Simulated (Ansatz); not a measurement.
**Meshes and cutoff for the phonons of Pb (Fm-3m, 1 atom in the cell)**

Aim: how dense must the meshes and how high the cutoff be for the phonons of Pb (Fm-3m, 1 atom in the cell)?

Program: Ansatz 0.2.0. Level of theory: DFT PBE, scalar-relativistic, plane waves, PAW. Results are calculated unless marked as measured.

## Step 1: The structure

It takes space group Fm-3m (No. 225, cubic). The conventional cell has a = 5.042 Å, b = 5.042 Å, c = 5.042 Å, α = 90.00°, β = 90.00°, γ = 90.00°. Nearest to Pb lie 12 Pb at 3.57 Å.

Coordinates:

```cif
data_structure
_symmetry_space_group_name_H-M 'P 1'
_symmetry_Int_Tables_number 1
_cell_length_a 3.5652
_cell_length_b 3.5652
_cell_length_c 3.5652
_cell_angle_alpha 60.000
_cell_angle_beta 60.000
_cell_angle_gamma 60.000
_cell_volume 32.04
loop_
_atom_site_label
_atom_site_type_symbol
_atom_site_fract_x
_atom_site_fract_y
_atom_site_fract_z
_atom_site_occupancy
Pb1 Pb 0.00000 0.00000 0.00000 1
```

## Step 2: Relaxing to small forces for the phonons

Phonons need a cell at rest on their own settings, so the relaxation is repeated with tight tolerances on forces and stress on the k mesh and occupations of the first response run.

File input.yaml:

```yaml
crystal:
  lattice:
    - [0.0, 2.5209979279, 2.5209979279]
    - [2.5209979279, 0.0, 2.5209979279]
    - [2.5209979279, 2.5209979279, 0.0]
  atoms:
    - { symbol: Pb, position: [0.0, 0.0, 0.0] }
kpoints:
  mp_grid: { grid: [16, 16, 16] }
hamiltonian:
  xc: pbe
scf:
  occupations: { method: methfessel_paxton, width: 0.2 }
output:
  forces: true
  stress: true
  eigenvalues: true
relax:
  adjacent_minimum: "off"
  f_tol: 0.001
  max_steps: 60
  cell: { stress_tol: 0.01 }
```

Launch:

```
$ ansatz run input.yaml --threads 4 --pin off --max-ram 7168MiB --backend cpu --events-out ev --progress --plain --runs-dir out
```

Numbers of over 12 decimals in the logs are rounded to 6 here.

The program printed:

```text
Engine: ansatz 0.2.0, aarch64-unknown-linux-gnu
Pseudopotentials: kind: paw
Pseudopotential: Pb, paw, valence charge 14, recommended cutoff 420 eV (normal), Pb.paw.azcp
Functional definition: PBE
  parameter kappa = 0.804
  parameter beta = 0.066725
  exchange = pbe_x(kappa = kappa, mu = beta*pi^2/3)
  correlation = pbe_c(beta = beta)
Crystal: 1 atoms, lattice volume = 32.044 Å³
[...]
--- Relaxed structure (3 steps of the walk, 3 accepted, 1 SCFs on fresh bases) ---
  F+E_penalty+E_count = -11906.41533802 eV   max|allowed force component| = 0.000e0 eV/Å   (the final SCF, on the basis selected at the relaxed cell)
  cell:  # Å, volume = 31.8792 Å³
    - [0, 2.516667, 2.516667]
    - [2.516667, 0, 2.516667]
    - [2.516667, 2.516667, 0]
  atoms:
    - { symbol: Pb, position: [0.0, 0.0, 0.0] }
[key lines of the parts left out:]
SCF converged after 5 iterations
Free energy (F): -11906.415338 eV
Fermi energy:    10.307630 eV
P = ⅓ Tr σ = -0.0003 GPa (-0.003 kbar)
```

Wall time 2.5 s (4 threads of Arm Neoverse V2, shared host); peak memory 0.36 GiB.

The steps of the relaxation:

```tsv
step	energy less that of the first step (eV)	largest force component (eV/Å)	pressure (GPa)	volume (Å³)
1	0.0000	0.0000	-0.20	32.04
2	-0.0001	0.0000	-0.02	31.89
3	-0.0001	0.0000	0.00	31.88
4*	-0.0001	0.0000	0.00	31.88
```

Relaxation steps marked * repeat the geometry before them on a plane-wave basis chosen anew for their cell, so energy and pressure can jump there.

```tsv
conventional cell, symmetrised	before	after	change
a (Å)	5.042	5.033	-0.2 %
b (Å)	5.042	5.033	-0.2 %
c (Å)	5.042	5.033	-0.2 %
volume (Å³/atom)	32.04	31.88	-0.5 %
```

Final coordinates:

```xyz
1
Lattice="0.0000 2.5167 2.5167 2.5167 0.0000 2.5167 2.5167 2.5167 0.0000" Properties=species:S:1:pos:R:3 pbc="T T T"
Pb    0.0000    0.0000    0.0000
```

This step gave:

```yaml
pressure: -2.88e-4 GPa
volume_per_atom: 31.88 Å³
gap_on_the_k_mesh: 0 eV
```

The forces vanish by symmetry and the pressure is 0.000 GPa, within the tolerances set. The cell now holds 31.88 Å³/atom.

## Step 3: Phonons on a q mesh

Stability and thermal properties need the whole zone. Linear response on a 4×4×4 q mesh gives force constants as far as a supercell of that size would.

File input.yaml:

```yaml
crystal:
  lattice:
    - [0.0, 2.5166672848, 2.5166672848]
    - [2.5166672848, 0.0, 2.5166672848]
    - [2.5166672848, 2.5166672848, 0.0]
  atoms:
    - { symbol: Pb, position: [0.0, 0.0, 0.0] }
kpoints:
  mp_grid: { grid: [16, 16, 16] }
hamiltonian:
  xc: pbe
scf:
  occupations: { method: methfessel_paxton, width: 0.2 }
output:
  eigenvalues: true
phonons:
  method: dfpt
  qmesh: [4, 4, 4]
  temperatures: { t_max: 1000, t_step: 50 }
  qpath:
    path:
      - [[0.0, 0.0, 0.0], [0.5, 0.0, 0.5], [0.625, 0.25, 0.625]]
      - [[0.375, 0.375, 0.75], [0.0, 0.0, 0.0], [0.5, 0.5, 0.5], [0.5, 0.25, 0.75], [0.5, 0.0, 0.5]]
    npoints: 10
```

The program printed:

```text
[...]
Crystal: 1 atoms, lattice volume = 31.879 Å³
Basis set: ecut = 420 eV, 609 PW (Γ), exchange–correlation on 48×48×48 points (8 copies of the dense FFT grid, shifted against one another)
Bands: 11, of which v1, the nominal top of the filled ones, is band 7 counted from 1 (6 counted from 0)
Symmetry: 48 space group operations
k-points: 145 of 4096
[...]
SCF iter   1: F=—  HF=-11906.415757 eV  |F-HF|=—  |Δ(HF+E_count)|=         —  Δρ=4.07e-4  dr2=2.71e-5  ethr=1.77e-3  ⟨swp⟩=5.3  Hψ=9905  notcnv=0
[...]
SCF iter   8: F=-11906.415338 eV  HF=-11906.415338 eV  |F-HF|=1.82e-12  |Δ(HF+E_count)|=  2.18e-11  S|Δr|=    0.00e0  Δρ=1.54e-8  dr2=1.06e-13  ethr=1.00e-12  ⟨swp⟩=6.9  Hψ=8407  notcnv=0
SCF 1 converged in 8 iterations: F = -11906.415338 eV  dr2 = 1.06e-13
[...]
NSCF: frozen V_eff on 145 k-points
WARN: eigensolver did not converge in 4 slots of this pass, the one above among them; of largest residual over every band (k=63): 1 band(s) unlocked (lowest unlocked band 10, counted from 0; max residual 6.61e-3 eV among the unlocked bands, 6.61e-3 eV over every band); of lowest unlocked band (k=2): band 10
[...]
DFPT response loops at q = (0, 0, 0) (fractional): preconditioner auto → Kerker (q_TF=auto, 2.379 Å⁻¹) (partly filled bands, converged f_vac=0.000); β = 1.00, the filter's whole step (`scf.mixing.beta` (0.50) is not read by the response loops under this deck's `scf.mixing.preconditioner`; to damp them name `kerker` or `kerker_dos`, under which they read `scf.mixing.beta`, and type it under 1.00, their step now; both keys bind the ground state too); Broyden in place of MSR1
[...]
SCF converged after 8 iterations
[...]
Free energy (F): -11906.415338 eV
[...]
Internal energy: -11906.415281 eV  (E = F + TS)
E sigma→0 (E₀):  -11906.415324 eV
Entropy (-TS):   -0.000057 eV (-0.057 meV/atom)
Fermi energy:    10.307629 eV
[...]
--- Band table (eV; the first three rows and the last of 145) ---
  k-point 0: bands = [... 3 lower, -6.6912, -6.6912, -1.1791, 17.2684, 17.2684, 17.2684, 19.9554, 20.9539]
  k-point 1: bands = [... 3 lower, -6.6915, -6.6915, -1.1078, 16.3565, 17.1780, 17.1780, 19.7301, 21.4246]
  k-point 2: bands = [... 3 lower, -6.6905, -6.6905, -0.8938, 14.5976, 16.9400, 16.9400, 19.4127, 22.2212]
  k-point 144: bands = [... 3 lower, -6.6494, -6.5448, 3.5590, 8.9619, 8.9619, 10.5428, 20.7097, 22.1163]
--- Phonons (Γ-DFPT): 1 representative perturbation + reference (Σ response iterations 3) ---
  ASR residual: 3.082e-6 → 0.000e0 eV/Å²; symmetrization residual: 1.000e-11 eV/Å²
  ASR residual per site (eV/Å²): 3.08e-6
  Γ frequencies (cm⁻¹): 0.00 0.00 0.00
--- Phonons (arbitrary-q DFPT): 8 irreducible q on the 4×4×4 mesh ---
  q = [0.0000, 0.0000, 0.0000] (star 1, of the zone-centre solve; hermiticity 2.20e-7, symmetrization 3.25e-6): -0.00 -0.00 0.00
  q = [0.0000, 0.0000, 0.2500] (star 8, 1 solved perturbation on 2176 of 4096 k-point pairs; hermiticity 2.87e-7, symmetrization 1.44e-7): 23.28 23.28 52.88
[...]
q = [0.0000, 0.2500, 0.2500] (star 6, 2 solved perturbations in 1808 linear systems a pass and spin channel, the states on 1160 of 4096 k-point pairs; hermiticity 6.37e-7, symmetrization 4.10e-7): 33.68 33.68 58.64
[...]
sum rule: each row above includes the acoustic sum rule's correction from the zone centre's row sums; it moved no ω² by more than (0.06 cm⁻¹)²
  mesh force constants: q→R imaginary residual 0.00e0; ASR residual 3.082e-6 → 0.000e0 eV/Å²; symmetrization residual 3.331e-16 eV/Å²
  interpolated dispersion: 62 rows × 3 modes
  density of states and harmonic sums: on the 24×24×24 q-mesh, interpolated from the force constants of a 4×4×4 supercell (no non-analytic term)
  largest difference from the sums on the solved wave vectors: F 1.42e-2 eV, S 1.82e-5 and C_V 4.02e-6 eV/K
  zero-point energy: 0.008614 eV/cell   skipped modes (ω ≤ 0): 3   left out of the sums: 7.23e-5 of the cell's modes: C_V's classical limit lies that fraction below 3 k_B per atom; for a crystal, a wire or a layer, F and S can be off by more, and a phonons.interpolated_qmesh denser along its periods is the remedy for the sampling
```

Wall time 96 s (4 threads); peak memory 3.1 GiB; 6.1 min of CPU time.

The column dr2 measures how far the density is from self-consistency, as an energy; F and HF (Harris–Foulkes) agree once it is small.

Numbers from this step:

- sum-rule residual before enforcement: 3.08e-6 eV/Å²
- lowest frequency on the path: 0 cm⁻¹
- highest frequency on the path or at a solved wavevector: 68.1 cm⁻¹
- mean frequency: 46.3 cm⁻¹
- Debye temperature (second moment): 89 K
- logarithmic mean frequency: 44.3 cm⁻¹
- lowest mode on the q mesh (acoustic modes at Γ apart): 23.28 cm⁻¹
- zero-point energy per atom: 8.61 meV
- heat capacity at 300 K: 24.83 J/(mol atoms K)
- vibrational entropy at 300 K: 63.66 J/(mol atoms K)

Frequencies (cm⁻¹) solved at each irreducible wavevector; negative means imaginary. Frequencies by wavevector, by row:

```tsv
q in reciprocal lattice units	star	mode 1	mode 2	mode 3
0 0 0	1	0	0	0
0 0 0.25	8	23.3	23.3	52.9
0 0 -0.5	4	30.7	30.7	68.1
0 0.25 0.25	6	33.7	33.7	58.6
0 0.25 -0.5	24	39.1	50.2	60.5
0 0.25 -0.25	12	34.1	50	65.7
0 -0.5 -0.5	3	35.4	35.4	60.5
0.25 -0.5 -0.25	6	51.7	55.5	55.5
```

Interpolated from a 4×4×4 q mesh. The phonon branches at the labelled points (cm⁻¹):

```tsv
point	branch 1	branch 2	branch 3
Γ	0	0	0
halfway	34	34	59
X	35	35	60
halfway	38	42	60
U	40	54	60
jump to K	40	54	60
halfway	27	39	60
Γ	0	0	0
halfway	23	23	53
L	31	31	68
halfway	40	52	62
W	52	56	56
halfway	43	44	60
X	35	35	60
```

The phonon branches as a text plot (rows in cm⁻¹):

```
     67 |                    **                ******
     64 |       ****        *  *              *      *
     61 |           ********    *                     **     ****
     58 |      *           *                 *          *  **
     55 |                   *                          ****
     52 |    **          **  **  *          *         *   **
     50 |                                                *  *
     47 |               *      *                     *  *    *
     44 |                                  *        *  *
     41 |   *          * ***      **                  *       *
     38 |        *     **   *   *                  * *         *
     35 |       * *****      **           *         *          **
     33 |      *               *                  **
     30 |    **                  *  *          ****
     27 |  *                    *            **
     24 |                         **     *  *
     21 |   *                    *
     18 |                         **       *
     16 | **                        **    *
     13 |                           *   *
     10 |                                *
      7 | *                          *
      4 |                               *
      1 |*                            **
         Γ           X  U|K            Γ         L        W     X
```

Symmetry leaves 8 wavevectors to solve. The lowest mode among them, the acoustic zeros apart, lies at q = (0, 0, 0.25) and is real, 23.3 cm⁻¹.

## Step 4: Another q mesh, q mesh 2×2×2

The q mesh is changed to 2×2×2, to see how far the force constants must reach.

input.yaml, as its differences from that of step 3:

```diff
@@ -17,3 +17,3 @@
   method: dfpt
-  qmesh: [4, 4, 4]
+  qmesh: [2, 2, 2]
   temperatures: { t_max: 1000, t_step: 50 }
```

The program printed:

```text
[...]
Crystal: 1 atoms, lattice volume = 31.879 Å³
Basis set: ecut = 420 eV, 609 PW (Γ), exchange–correlation on 48×48×48 points (8 copies of the dense FFT grid, shifted against one another)
Bands: 11, of which v1, the nominal top of the filled ones, is band 7 counted from 1 (6 counted from 0)
Symmetry: 48 space group operations
k-points: 145 of 4096
[...]
SCF iter   1: F=—  HF=-11906.415757 eV  |F-HF|=—  |Δ(HF+E_count)|=         —  Δρ=4.07e-4  dr2=2.71e-5  ethr=1.77e-3  ⟨swp⟩=5.3  Hψ=9905  notcnv=0
[...]
SCF iter   8: F=-11906.415338 eV  HF=-11906.415338 eV  |F-HF|=1.82e-12  |Δ(HF+E_count)|=  2.18e-11  S|Δr|=    0.00e0  Δρ=1.54e-8  dr2=1.06e-13  ethr=1.00e-12  ⟨swp⟩=6.9  Hψ=8407  notcnv=0
SCF 1 converged in 8 iterations: F = -11906.415338 eV  dr2 = 1.06e-13
[...]
SCF converged after 8 iterations
[...]
Free energy (F): -11906.415338 eV
[...]
Internal energy: -11906.415281 eV  (E = F + TS)
E sigma→0 (E₀):  -11906.415324 eV
Entropy (-TS):   -0.000057 eV (-0.057 meV/atom)
Fermi energy:    10.307629 eV
[...]
--- Band table (eV; the first three rows and the last of 145) ---
  k-point 0: bands = [... 3 lower, -6.6912, -6.6912, -1.1791, 17.2684, 17.2684, 17.2684, 19.9554, 20.9539]
  k-point 1: bands = [... 3 lower, -6.6915, -6.6915, -1.1078, 16.3565, 17.1780, 17.1780, 19.7301, 21.4246]
  k-point 2: bands = [... 3 lower, -6.6905, -6.6905, -0.8938, 14.5976, 16.9400, 16.9400, 19.4127, 22.2212]
  k-point 144: bands = [... 3 lower, -6.6494, -6.5448, 3.5590, 8.9619, 8.9619, 10.5428, 20.7097, 22.1163]
[...]
ASR residual: 3.082e-6 → 0.000e0 eV/Å²; symmetrization residual: 1.000e-11 eV/Å²
  ASR residual per site (eV/Å²): 3.08e-6
  Γ frequencies (cm⁻¹): 0.00 0.00 0.00
--- Phonons (arbitrary-q DFPT): 3 irreducible q on the 2×2×2 mesh ---
[...]
interpolated dispersion: 62 rows × 3 modes
[...]
```

Elapsed: 15 s, on 4 threads; peak memory 1.1 GiB; 58 s of CPU time.

Numbers from this step:

- mean frequency: 41.1 cm⁻¹
- Debye temperature (second moment): 80 K
- logarithmic mean frequency: 38.9 cm⁻¹
- lowest mode on the q mesh (acoustic modes at Γ apart): 30.74 cm⁻¹
- zero-point energy per atom: 7.65 meV
- heat capacity at 300 K: 24.85 J/(mol atoms K)
- vibrational entropy at 300 K: 66.86 J/(mol atoms K)

Frequencies (cm⁻¹) solved at each irreducible wavevector; negative means imaginary. Frequencies by wavevector, by row:

```tsv
q in reciprocal lattice units	star	mode 1	mode 2	mode 3
0 0 0	1	0	0	0
0 0 -0.5	4	30.7	30.7	68.1
0 -0.5 -0.5	3	35.4	35.4	60.5
```

Interpolated from a 2×2×2 q mesh, rough between the solved points. The phonon branches at the labelled points (cm⁻¹):

```tsv
point	branch 1	branch 2	branch 3
Γ	0	0	0
halfway	29	29	45
X	35	35	60
halfway	35	40	60
U	34	48	56
jump to K	34	48	56
halfway	22	35	51
Γ	0	0	0
halfway	22	22	48
L	31	31	68
halfway	32	42	62
W	38	52	52
halfway	37	41	58
X	35	35	60
```

The phonon branches as a text plot (rows in cm⁻¹):

```
     67 |                                       *****
     64 |                                      *     *
     61 |           ***                       *       *        **
     58 |         **   ***   **                        *     **
     55 |        *        * *  *             *          *   *
     52 |                  *                             ***
     50 |       *         * *   *                          *
     47 |                *   **             *          **   *
     44 |      *        *        *                           *
     41 |              *       *           *          *
     38 |    **                                      *   ******
     35 |         *******       * **                *   *     ***
     33 |       **       ***                      ** ***
     30 |   *  *            *    *        *    ******
     27 |                    **               *
     24 |    **                *    *        *
     21 |  **                   * **     *  *
     18 |                        *         *
     16 |                           *
     13 |  *                      ** *    *
     10 | *                         *   **
      7 | *                          *
      4 |                            *  *
      1 |*                            **
         Γ           X  U|K            Γ         L        W     X
```

The mean frequency is 41.1 cm⁻¹, -5.2 cm⁻¹ against the base run.

On this path the spectrum ends at 68.1 cm⁻¹ (at L). No branch goes imaginary on this path.

## Step 5: Another q mesh, k-mesh 18×18×18, q mesh 3×3×3

The q mesh is changed to 3×3×3, to see how far the force constants must reach; the k mesh is 18×18×18, against 16×16×16 in the base run, so that the q mesh divides it.

input.yaml, as its differences from that of step 4:

```diff
@@ -8,3 +8,3 @@
 kpoints:
-  mp_grid: { grid: [16, 16, 16] }
+  mp_grid: { grid: [18, 18, 18] }
 hamiltonian:
@@ -17,3 +17,3 @@
   method: dfpt
-  qmesh: [2, 2, 2]
+  qmesh: [3, 3, 3]
   temperatures: { t_max: 1000, t_step: 50 }
```

The program printed:

```text
[...]
Crystal: 1 atoms, lattice volume = 31.879 Å³
Basis set: ecut = 420 eV, 609 PW (Γ), exchange–correlation on 48×48×48 points (8 copies of the dense FFT grid, shifted against one another)
Bands: 11, of which v1, the nominal top of the filled ones, is band 7 counted from 1 (6 counted from 0)
Symmetry: 48 space group operations
k-points: 195 of 5832
[...]
k-point 194: bands = [... 3 lower, -6.6417, -6.5397, 3.5585, 8.6035, 9.3538, 10.5787, 20.3182, 21.2815]
[...]
ASR residual: 5.793e-6 → 0.000e0 eV/Å²; symmetrization residual: 8.489e-12 eV/Å²
  ASR residual per site (eV/Å²): 5.79e-6
  Γ frequencies (cm⁻¹): 0.00 0.00 0.00
--- Phonons (arbitrary-q DFPT): 4 irreducible q on the 3×3×3 mesh ---
[...]
interpolated dispersion: 62 rows × 3 modes
[...]
[key lines of the parts left out:]
SCF converged after 8 iterations
Free energy (F): -11906.411739 eV
Fermi energy:    10.284835 eV
```

Elapsed: 60 s, on 4 threads; peak memory 2.4 GiB.

The mean frequency is 46.1 cm⁻¹, -0.2 cm⁻¹ against the base run, whose k mesh differs too.

## Step 6: Another q mesh, k-mesh 18×18×18, q mesh 6×6×6

The q mesh is changed to 6×6×6, to see how far the force constants must reach; the k mesh is 18×18×18, against 16×16×16 in the base run, so that the q mesh divides it.

input.yaml, as its differences from that of step 5:

```diff
@@ -17,3 +17,3 @@
   method: dfpt
-  qmesh: [3, 3, 3]
+  qmesh: [6, 6, 6]
   temperatures: { t_max: 1000, t_step: 50 }
```

The program printed:

```text
[...]
Crystal: 1 atoms, lattice volume = 31.879 Å³
Basis set: ecut = 420 eV, 609 PW (Γ), exchange–correlation on 48×48×48 points (8 copies of the dense FFT grid, shifted against one another)
Bands: 11, of which v1, the nominal top of the filled ones, is band 7 counted from 1 (6 counted from 0)
Symmetry: 48 space group operations
k-points: 195 of 5832
[...]
ASR residual: 5.793e-6 → 0.000e0 eV/Å²; symmetrization residual: 8.489e-12 eV/Å²
  ASR residual per site (eV/Å²): 5.79e-6
  Γ frequencies (cm⁻¹): 0.00 0.00 0.00
--- Phonons (arbitrary-q DFPT): 16 irreducible q on the 6×6×6 mesh ---
[...]
q = [0.1667, 0.3333, -0.5000] (star 24, 3 solved perturbations on 3078 of 5832 k-point pairs; hermiticity 2.81e-6, symmetrization 3.14e-7): 35.83 46.01 60.52
[...]
interpolated dispersion: 62 rows × 3 modes
[...]
[key lines of the parts left out:]
SCF converged after 8 iterations
Free energy (F): -11906.411739 eV
Fermi energy:    10.284835 eV
```

Wall time 7 min (4 threads); peak memory 3.9 GiB.

Frequencies (cm⁻¹) solved at each irreducible wavevector; negative means imaginary. Frequencies by wavevector, by row:

```tsv
q in reciprocal lattice units	star	mode 1	mode 2	mode 3
0 0 0	1	0	0	0
0 0 0.1667	8	16.3	16.3	41.3
0 0 0.3333	8	26.9	26.9	57.4
0 0 -0.5	4	32.2	32.2	68
0 0.1667 0.1667	6	23.7	23.7	42.2
0 0.1667 0.3333	24	29.7	33.8	55.7
0 0.1667 -0.5	24	32.1	41.8	63.4
0 0.1667 -0.3333	24	34.1	40.9	63.1
0 0.1667 -0.1667	12	22.5	34.3	49.3
0 0.3333 0.3333	6	36.2	36.2	67.6
0 0.3333 -0.5	24	39.1	41.6	62.6
0 0.3333 -0.3333	12	43.5	59.5	60.5
0 -0.5 -0.5	3	34.8	34.8	53.8
0.1667 0.3333 -0.5	24	35.8	46	60.5
0.1667 0.3333 -0.3333	24	39.6	56	61
0.1667 -0.5 -0.3333	12	36	47.4	62.4
```

The mean frequency is 44.5 cm⁻¹, -1.8 cm⁻¹ against the base run, whose k mesh differs too.

[end of part 1 of 3]

[Logs are printed without paths, hosts, clocks, repeated set-up lines and the standing remarks that a program may print on its own settings, such as how far it seeks lower states.]

[Hosts, paths, dates, database ids (printed as entryN), source tags and the programs' standing remarks are cut or masked in the printed files.]
